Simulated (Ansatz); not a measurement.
# Al(111) with 4 thermally displaced layers, 2x2: scattering by thermal displacements

Wanted: the phonon-limited resistivity of Al at 180 K by the Landauer route.

Method: Ansatz plane-wave DFT, PBE, PAW files; ballistic transport by layer matching (Landauer), zero bias; PAW set soft_1, in Ansatz 0.2.0.

Most raw output is cut from this account.

### Step 1. Starting point

The cell holds 40 atoms: 40 Al. Its edges and angles: a = 5.725 Å, b = 5.725 Å, c = 23.429 Å, α = 93.5°, β = 86.5°, γ = 120.0°. It derives from Al. Regions: lead, 24 atoms (24 Al); scattering region, 16 atoms (16 Al). The structure is stacked along c, and the current runs across the ab planes.

### Step 2. With 4 displaced layers

Each atom of 4 layers is moved at random, by amounts drawn from a normal law 0.078 Å wide in each direction from the Debye model (428 K) at 180 K. The layers about the cell's end stay perfect and serve as the lead. Disorder leaves little or no symmetry, which makes such runs dear. Energies from -0.05 to 0.05 eV in steps of 0.05 eV are too few for the program's thermal sum, so it prints no conductance; for a metal the transmission near the Fermi level serves, at a fraction of the cost.

input.yaml reads:

```yaml
crystal:
  lattice:
    - [5.7246940741, 0.0, 0.0]
    - [-2.862347037, 4.957730497, 0.0]
    - [1.4311735185, -0.8262884162, 23.3709656917]
  atoms:
    - { symbol: Al, position: [0.9916666667, 0.0083333333, 0.05] }
    - { symbol: Al, position: [0.9916666667, 0.5083333333, 0.05] }
    - { symbol: Al, position: [0.4916666667, 0.0083333333, 0.05] }
    - { symbol: Al, position: [0.4916666667, 0.5083333333, 0.05] }
    - { symbol: Al, position: [0.1416666667, 0.3583333333, 0.15] }
    - { symbol: Al, position: [0.1416666667, 0.8583333333, 0.15] }
    - { symbol: Al, position: [0.6416666667, 0.3583333333, 0.15] }
    - { symbol: Al, position: [0.6416666667, 0.8583333333, 0.15] }
[... 28 atom lines left out ...]
    - { symbol: Al, position: [0.8416666667, 0.1583333333, 0.95] }
    - { symbol: Al, position: [0.8416666667, 0.6583333333, 0.95] }
    - { symbol: Al, position: [0.3416666667, 0.1583333333, 0.95] }
    - { symbol: Al, position: [0.3416666667, 0.6583333333, 0.95] }
kpoints:
  mp_grid: { grid: [5, 5, 1] }
hamiltonian:
  xc: pbe
  pseudopotentials: { kind: paw, azcp: { folder: soft_1 } }
scf:
  occupations: { method: fermi_dirac, width: 0.1 }
output:
  transmission:
    leads: [[0, 4]]
    kmesh: [10, 10]
    e_range: [-0.05, 0.05]
    de: 0.05
  write_potential: true
  write_density: true
  volumetric_format: npy
  elf: true
```

The run is started by

```
> ansatz run input.yaml --threads 4 --pin off --max-ram 15360MiB --backend cpu --events-out ev --progress --plain --runs-dir out
```

Elapsed: 6.7 min, on 4 threads of Arm Neoverse V1, shared host; peak memory 1.8 GiB; 21 min of CPU time.

Numbers from this step:

```yaml
free_energy: -21499.7565 eV
energy_at_zero_smearing: -21499.4343 eV
fermi_energy: 7.934 eV
cell_area: 28.38 Å²
transmission_per_spin_nearest_the_fermi_level: 5.225
open_channels_per_spin_nearest_the_fermi_level: 5.41
step_of_the_lead_s_potential: 5.7 meV
```

Per spin. Transmission, zone mean against energy, zero at the Fermi level:

| energy (eV) | transmission, zone mean |
| --- | --- |
| -0.0500 | 5.14 |
| 0.0000 | 5.22 |
| 0.0500 | 5.37 |

Per spin. The open channels, zone mean, lead by energy, zero at the Fermi level:

```
energy (eV)  open channels, zone mean, lead
    -0.0500                            5.29
     0.0000                            5.41
     0.0500                            5.59
```

Transmission over k1 and k2. At 0.0000 eV from the Fermi level.

Ten even steps from '_' (2.97) to '@' (6.91):
```
==**##--##**==__::__
::##==@@@@==**::::::
::--@@@@@@@@@@::::__
==##@@@@####@@@@##==
::**==@@##@@##@@==**
====##@@@@####@@@@##
::__::::@@@@@@@@@@--
::::::::**==@@@@==##
==__::__==**##--##**
::==::::==::==::::==
```
Columns: k1 (b1) from -0.5 to 0.4; rows upwards: k2 (b2) from -0.5 to 0.4.

Open channels over k1 and k2. At 0.0000 eV from the Fermi level.

Values, 10 rows by 10 columns:
```
5.00 6.00 6.00 5.00 6.00 6.00 5.00 3.00 4.00 3.00
4.00 6.00 5.00 7.00 7.00 5.00 6.00 4.00 4.00 4.00
4.00 5.00 7.00 7.00 7.00 7.00 7.00 5.00 4.00 3.00
5.00 6.00 7.00 7.00 6.00 6.00 7.00 7.00 6.00 5.00
4.00 6.00 5.00 7.00 6.00 7.00 6.00 7.00 5.00 6.00
5.00 5.00 6.00 7.00 7.00 6.00 6.00 7.00 7.00 6.00
4.00 3.00 4.00 5.00 7.00 7.00 7.00 7.00 7.00 5.00
4.00 4.00 4.00 4.00 6.00 5.00 7.00 7.00 5.00 6.00
5.00 3.00 4.00 3.00 5.00 6.00 6.00 5.00 6.00 6.00
4.00 5.00 4.00 4.00 5.00 4.00 5.00 4.00 4.00 5.00
```
Columns: k1 (b1) from -0.5 to 0.4; rows upwards: k2 (b2) from -0.5 to 0.4.

ELF in the ca plane at fractional y = 0.037, with atoms of Al within 0.2 Å of it. It is the smooth field of the valence electrons, not physical close to the nuclei.

Ten even steps from '0' (0.05) to '9' (0.67), each cell a mean:
```
75324688888201278877543468887852369998767777
86545788888300289887533468988840028989876557
98767899878744799998654579988840028888875446
89889888766788888987777789976765479999876557
89889877766788877754688899865578999986457777
88667898877899877754688899864468998972016888
86445789888655888887777789865578999982016988
75324688898210488898754578876775589997447878
86434688897142289898643468888850038999876667
97656789887300489998754578888850027988875456
88888888777766788986677789977763258889875456
89989877766799878742489999975677888898777667
88878888766799877742489999864457888883137878
87556899777778887875688898764467888871016988
75334688888511588888766678876677899984126888
```
Columns run along c (16.0 Å, from fractional 0.16 to 0.84 of the cell), rows up along a (5.7 Å). Atoms in or near the plane, at fractional coordinates: Al at (0.35, 0.95), Al at (0.35, 0.42).

Electrostatic potential energy in the ca plane at fractional y = 0.037, with atoms of Al within 0.2 Å of it. With pseudopotentials it is smooth inside the atoms' cores, unlike the true potential.

Ten even steps from '0' (-9.3 eV) to '9' (9.6 eV), each cell a mean:
```
99999999983199238999999998898611115873125899
88999888984067138999999998998406713888778998
57898657897300168877899988898504613898889998
25786324799765788632479877789730015876568998
35786313799988998400158876789986568841014899
67898645898766898400058876689998889721521699
89999878886211378732478887789976678721521699
99999999983176158877789988899731126751103799
89999999972399238988999998899603513786457998
68998778884155148876789988899504722798889998
36887535787411378621268988899720104888789998
25786313799877888401037877789974347863236998
46887424799877898401027876689998888730202799
78998767898523588620157876789998899722731699
99999989985022058876689987889864468730211799
```
Columns run along c (16.0 Å, from fractional 0.16 to 0.84 of the cell; values clipped at the 3rd and 97th percentile), rows up along a (5.7 Å). Atoms in or near the plane, at fractional coordinates: Al at (0.35, 0.95), Al at (0.35, 0.42).

Valence density in the ca plane at fractional y = 0.037, with atoms of Al within 0.2 Å of it. It is the smooth field of the valence electrons, not physical close to the nuclei.

Ten even steps from '0' (0.06 e/Å³) to '9' (0.24 e/Å³), each cell a mean:
```
64333566677400477665433467776764578888777666
76444677677511487665433468877851148878875456
87666787666755788777644578877862148777764446
88778887655678777887776789876676678888876456
88778887655677667766788899865568888887667666
87666888766677766766788899864457887884237877
75445677777766777788776788764568888884237877
64333577777412587788755577765676789897567767
75334577787300488788754567766763258888876556
86555788778522688899865567766762148877765446
88777888767777888888887788765675468878765446
88878887656788777765699999864567888788776556
88767887655788766754699999754456777785357767
76556788666788876776788888754456777773137877
65334677667633676677655678765567887885347777
```
Columns run along c (16.0 Å, from fractional 0.16 to 0.84 of the cell), rows up along a (5.7 Å). Atoms in or near the plane, at fractional coordinates: Al at (0.35, 0.95), Al at (0.35, 0.42).

Over the solved energies the transmission per spin lies between 5.14 and 5.37, out of 5.43 channels of the lead on average (up to 5.59).

### Step 3. With 8 displaced layers

Each atom of 8 layers is moved at random, by amounts drawn from a normal law 0.078 Å wide in each direction from the Debye model (428 K) at 180 K. A fresh draw is used; the growth of the resistance with length is what counts.

System of this step: Al(111) with 8 thermally displaced layers, 2x2. The cell holds 56 atoms: 56 Al. Cell: a = 5.725 Å, b = 5.725 Å, c = 32.761 Å, α = 87.5°, β = 92.5°, γ = 120.0°. It derives from Al. Regions: lead, 24 atoms (24 Al); scattering region, 32 atoms (32 Al). The structure is stacked along c, and the current runs across the ab planes.

input.yaml reads:

```yaml
crystal:
  lattice:
    - [5.7246940741, 0.0, 0.0]
    - [-2.862347037, 4.957730497, 0.0]
    - [-1.4311735185, 0.8262884162, 32.7193519684]
  atoms:
    - { symbol: Al, position: [0.005952381, 0.994047619, 0.0357142857] }
    - { symbol: Al, position: [0.005952381, 0.494047619, 0.0357142857] }
    - { symbol: Al, position: [0.505952381, 0.994047619, 0.0357142857] }
    - { symbol: Al, position: [0.505952381, 0.494047619, 0.0357142857] }
    - { symbol: Al, position: [0.1845238095, 0.3154761905, 0.1071428571] }
    - { symbol: Al, position: [0.1845238095, 0.8154761905, 0.1071428571] }
    - { symbol: Al, position: [0.6845238095, 0.3154761905, 0.1071428571] }
    - { symbol: Al, position: [0.6845238095, 0.8154761905, 0.1071428571] }
[... 44 atom lines left out ...]
    - { symbol: Al, position: [0.3273809524, 0.1726190476, 0.9642857143] }
    - { symbol: Al, position: [0.3273809524, 0.6726190476, 0.9642857143] }
    - { symbol: Al, position: [0.8273809524, 0.1726190476, 0.9642857143] }
    - { symbol: Al, position: [0.8273809524, 0.6726190476, 0.9642857143] }
kpoints:
  mp_grid: { grid: [5, 5, 1] }
hamiltonian:
  xc: pbe
  pseudopotentials: { kind: paw, azcp: { folder: soft_1 } }
scf:
  occupations: { method: fermi_dirac, width: 0.1 }
output:
  transmission:
    leads: [[0, 4]]
    kmesh: [10, 10]
    e_range: [-0.05, 0.05]
    de: 0.05
  write_potential: true
  write_density: true
  volumetric_format: npy
```

The job ended after 9.9 min (4 threads; peak memory 3.2 GiB; 32 min of CPU time).

Numbers from this step:

| Property | Result |
| --- | --- |
| free energy | -30099.0287 eV |
| energy at zero smearing | -30098.5752 eV |
| Fermi energy | 7.938 eV |
| transmission per spin nearest the Fermi level | 4.971 |
| open channels per spin nearest the Fermi level | 5.53 |
| step of the lead's potential | 4.4 meV |

Per spin. Table of transmission, zone mean by energy, zero at the Fermi level:

```
energy (eV)  transmission, zone mean
    -0.0500                     4.80
     0.0000                     4.97
     0.0500                     5.06
```

Over the solved energies the transmission per spin lies between 4.80 and 5.06, out of 5.45 channels of the lead on average (up to 5.59).

### Step 4. With 12 displaced layers

Each atom of 12 layers is moved at random, by amounts drawn from a normal law 0.078 Å wide in each direction from the Debye model (428 K) at 180 K. A fresh draw is used; the growth of the resistance with length is what counts.

System of this step: Al(111) with 12 thermally displaced layers, 2x2. The cell holds 72 atoms: 72 Al. Its edges and angles: a = 5.725 Å, b = 5.725 Å, c = 42.068 Å, α = 90.0°, β = 90.0°, γ = 120.0°. It derives from Al. Regions: lead, 24 atoms (24 Al); scattering region, 48 atoms (48 Al). The structure is stacked along c, and the current runs across the ab planes.

input.yaml reads:

```yaml
crystal:
  lattice:
    - [5.7246940741, 0.0, 0.0]
    - [-2.862347037, 4.957730497, 0.0]
    - [0.0, 0.0, 42.0677382451]
  atoms:
    - { symbol: Al, position: [0.0, 0.0, 0.0277777778] }
    - { symbol: Al, position: [0.0, 0.5, 0.0277777778] }
    - { symbol: Al, position: [0.5, 0.0, 0.0277777778] }
    - { symbol: Al, position: [0.5, 0.5, 0.0277777778] }
    - { symbol: Al, position: [0.1666666667, 0.3333333333, 0.0833333333] }
    - { symbol: Al, position: [0.1666666667, 0.8333333333, 0.0833333333] }
    - { symbol: Al, position: [0.6666666667, 0.3333333333, 0.0833333333] }
    - { symbol: Al, position: [0.6666666667, 0.8333333333, 0.0833333333] }
[... 60 atom lines left out ...]
    - { symbol: Al, position: [0.3333333333, 0.1666666667, 0.9722222222] }
    - { symbol: Al, position: [0.3333333333, 0.6666666667, 0.9722222222] }
    - { symbol: Al, position: [0.8333333333, 0.1666666667, 0.9722222222] }
    - { symbol: Al, position: [0.8333333333, 0.6666666667, 0.9722222222] }
kpoints:
  mp_grid: { grid: [5, 5, 1] }
hamiltonian:
  xc: pbe
  pseudopotentials: { kind: paw, azcp: { folder: soft_1 } }
scf:
  occupations: { method: fermi_dirac, width: 0.1 }
output:
  transmission:
    leads: [[0, 4]]
    kmesh: [10, 10]
    e_range: [-0.05, 0.05]
    de: 0.05
  write_potential: true
  write_density: true
  volumetric_format: npy
```

Elapsed: 13 min, on 4 threads; peak memory 4.9 GiB.

This step gave:

| Item | Value |
| --- | --- |
| free energy | -38698.2236 eV |
| energy at zero smearing | -38697.6146 eV |
| Fermi energy | 7.949 eV |
| transmission per spin nearest the Fermi level | 4.835 |
| open channels per spin nearest the Fermi level | 5.59 |
| step of the lead's potential | 6.2 meV |

Per spin. The transmission, zone mean by energy, zero at the Fermi level:

```csv
energy (eV),"transmission, zone mean"
-0.0500,4.69
0.0000,4.83
0.0500,4.81
```

Over the solved energies the transmission per spin lies between 4.69 and 4.83, out of 5.49 channels of the lead on average (up to 5.59).

### Step 5. The fit

This step: Ansatz plane-wave DFT, PBE, PAW files; ballistic transport by layer matching (Landauer), zero bias; resistivity from the slope of the area resistance; PAW set soft_1 (Ansatz 0.2.0).

Numbers from this step:

```yaml
resistivity: 4.047 µΩ cm
intercept: -0.01176 fΩ m²
scatter_about_the_fit: 0.003543 fΩ m²
```

Resistance, by row:

| run | length (Å) | T | channels N | RA (fΩ m²) |
| --- | --- | --- | --- | --- |
| n4 | 9.348 | 5.247 | 5.43 | 0.02357 |
| n8 | 18.7 | 4.943 | 5.45 | 0.06892 |
| n12 | 28.05 | 4.779 | 5.49 | 0.09924 |

Table of area resistance by length of the displaced region:

```
length of the displaced region (Å)  area resistance (fΩ m²)
                              9.35                   0.0236
                             18.70                   0.0689
                             28.05                   0.0992
```

The area resistance goes from 0.024 to 0.099 fΩ m² between 9.3 and 28.0 Å, a slope of 4.0 µΩ cm.

By hand from the end points: (0.09924 − 0.02357) fΩ m² / (28.05 − 9.35) Å = 4.0 µΩ cm, since 1 fΩ m² per Å is 1000 µΩ cm.

### Step 6. Outcome

```
resistivity from the slope  : 4.05 µΩ cm
area resistance over 9.35 Å : 0.0236 fΩ m²
area resistance over 18.7 Å : 0.0689 fΩ m²
area resistance over 28.0 Å : 0.0992 fΩ m²
```

What this shows: The slope gives 4.0 µΩ cm. The points scatter by 0.0035 fΩ m² about the line, with one random draw a length in a 2x2 cell, so the slope is a rough value. The mean square of the displacements drawn is 0.78, 0.91 and 1.0 of the nominal one at the three lengths; with each resistance scaled back by that, the slope is 3.6 µΩ cm, the value used below. The lead's own channel count moves between the runs (5.43, 5.45 and 5.49), which shifts RA and the slope too. Read with a model of isotropic scattering on a spherical Fermi surface and the lead's 1.5×10¹⁵ S/m², this slope means a mean free path near 165 Å; over these lengths the model's slope is 1.16 times its bulk resistivity, which would be 3.1 µΩ cm. Uncorrelated displacements put too much weight on short waves, which scatter strongly; with the sideways repeat of a small cell, one draw and three short lengths, the method is good to a factor of two or three.

[Logs are printed without paths, hosts, clocks, repeated set-up lines and the standing remarks that a program may print on its own settings, such as how far it seeks lower states.]

[Hosts, paths, dates, database ids (printed as entryN), source tags and the programs' standing remarks are cut or masked in the printed files.]
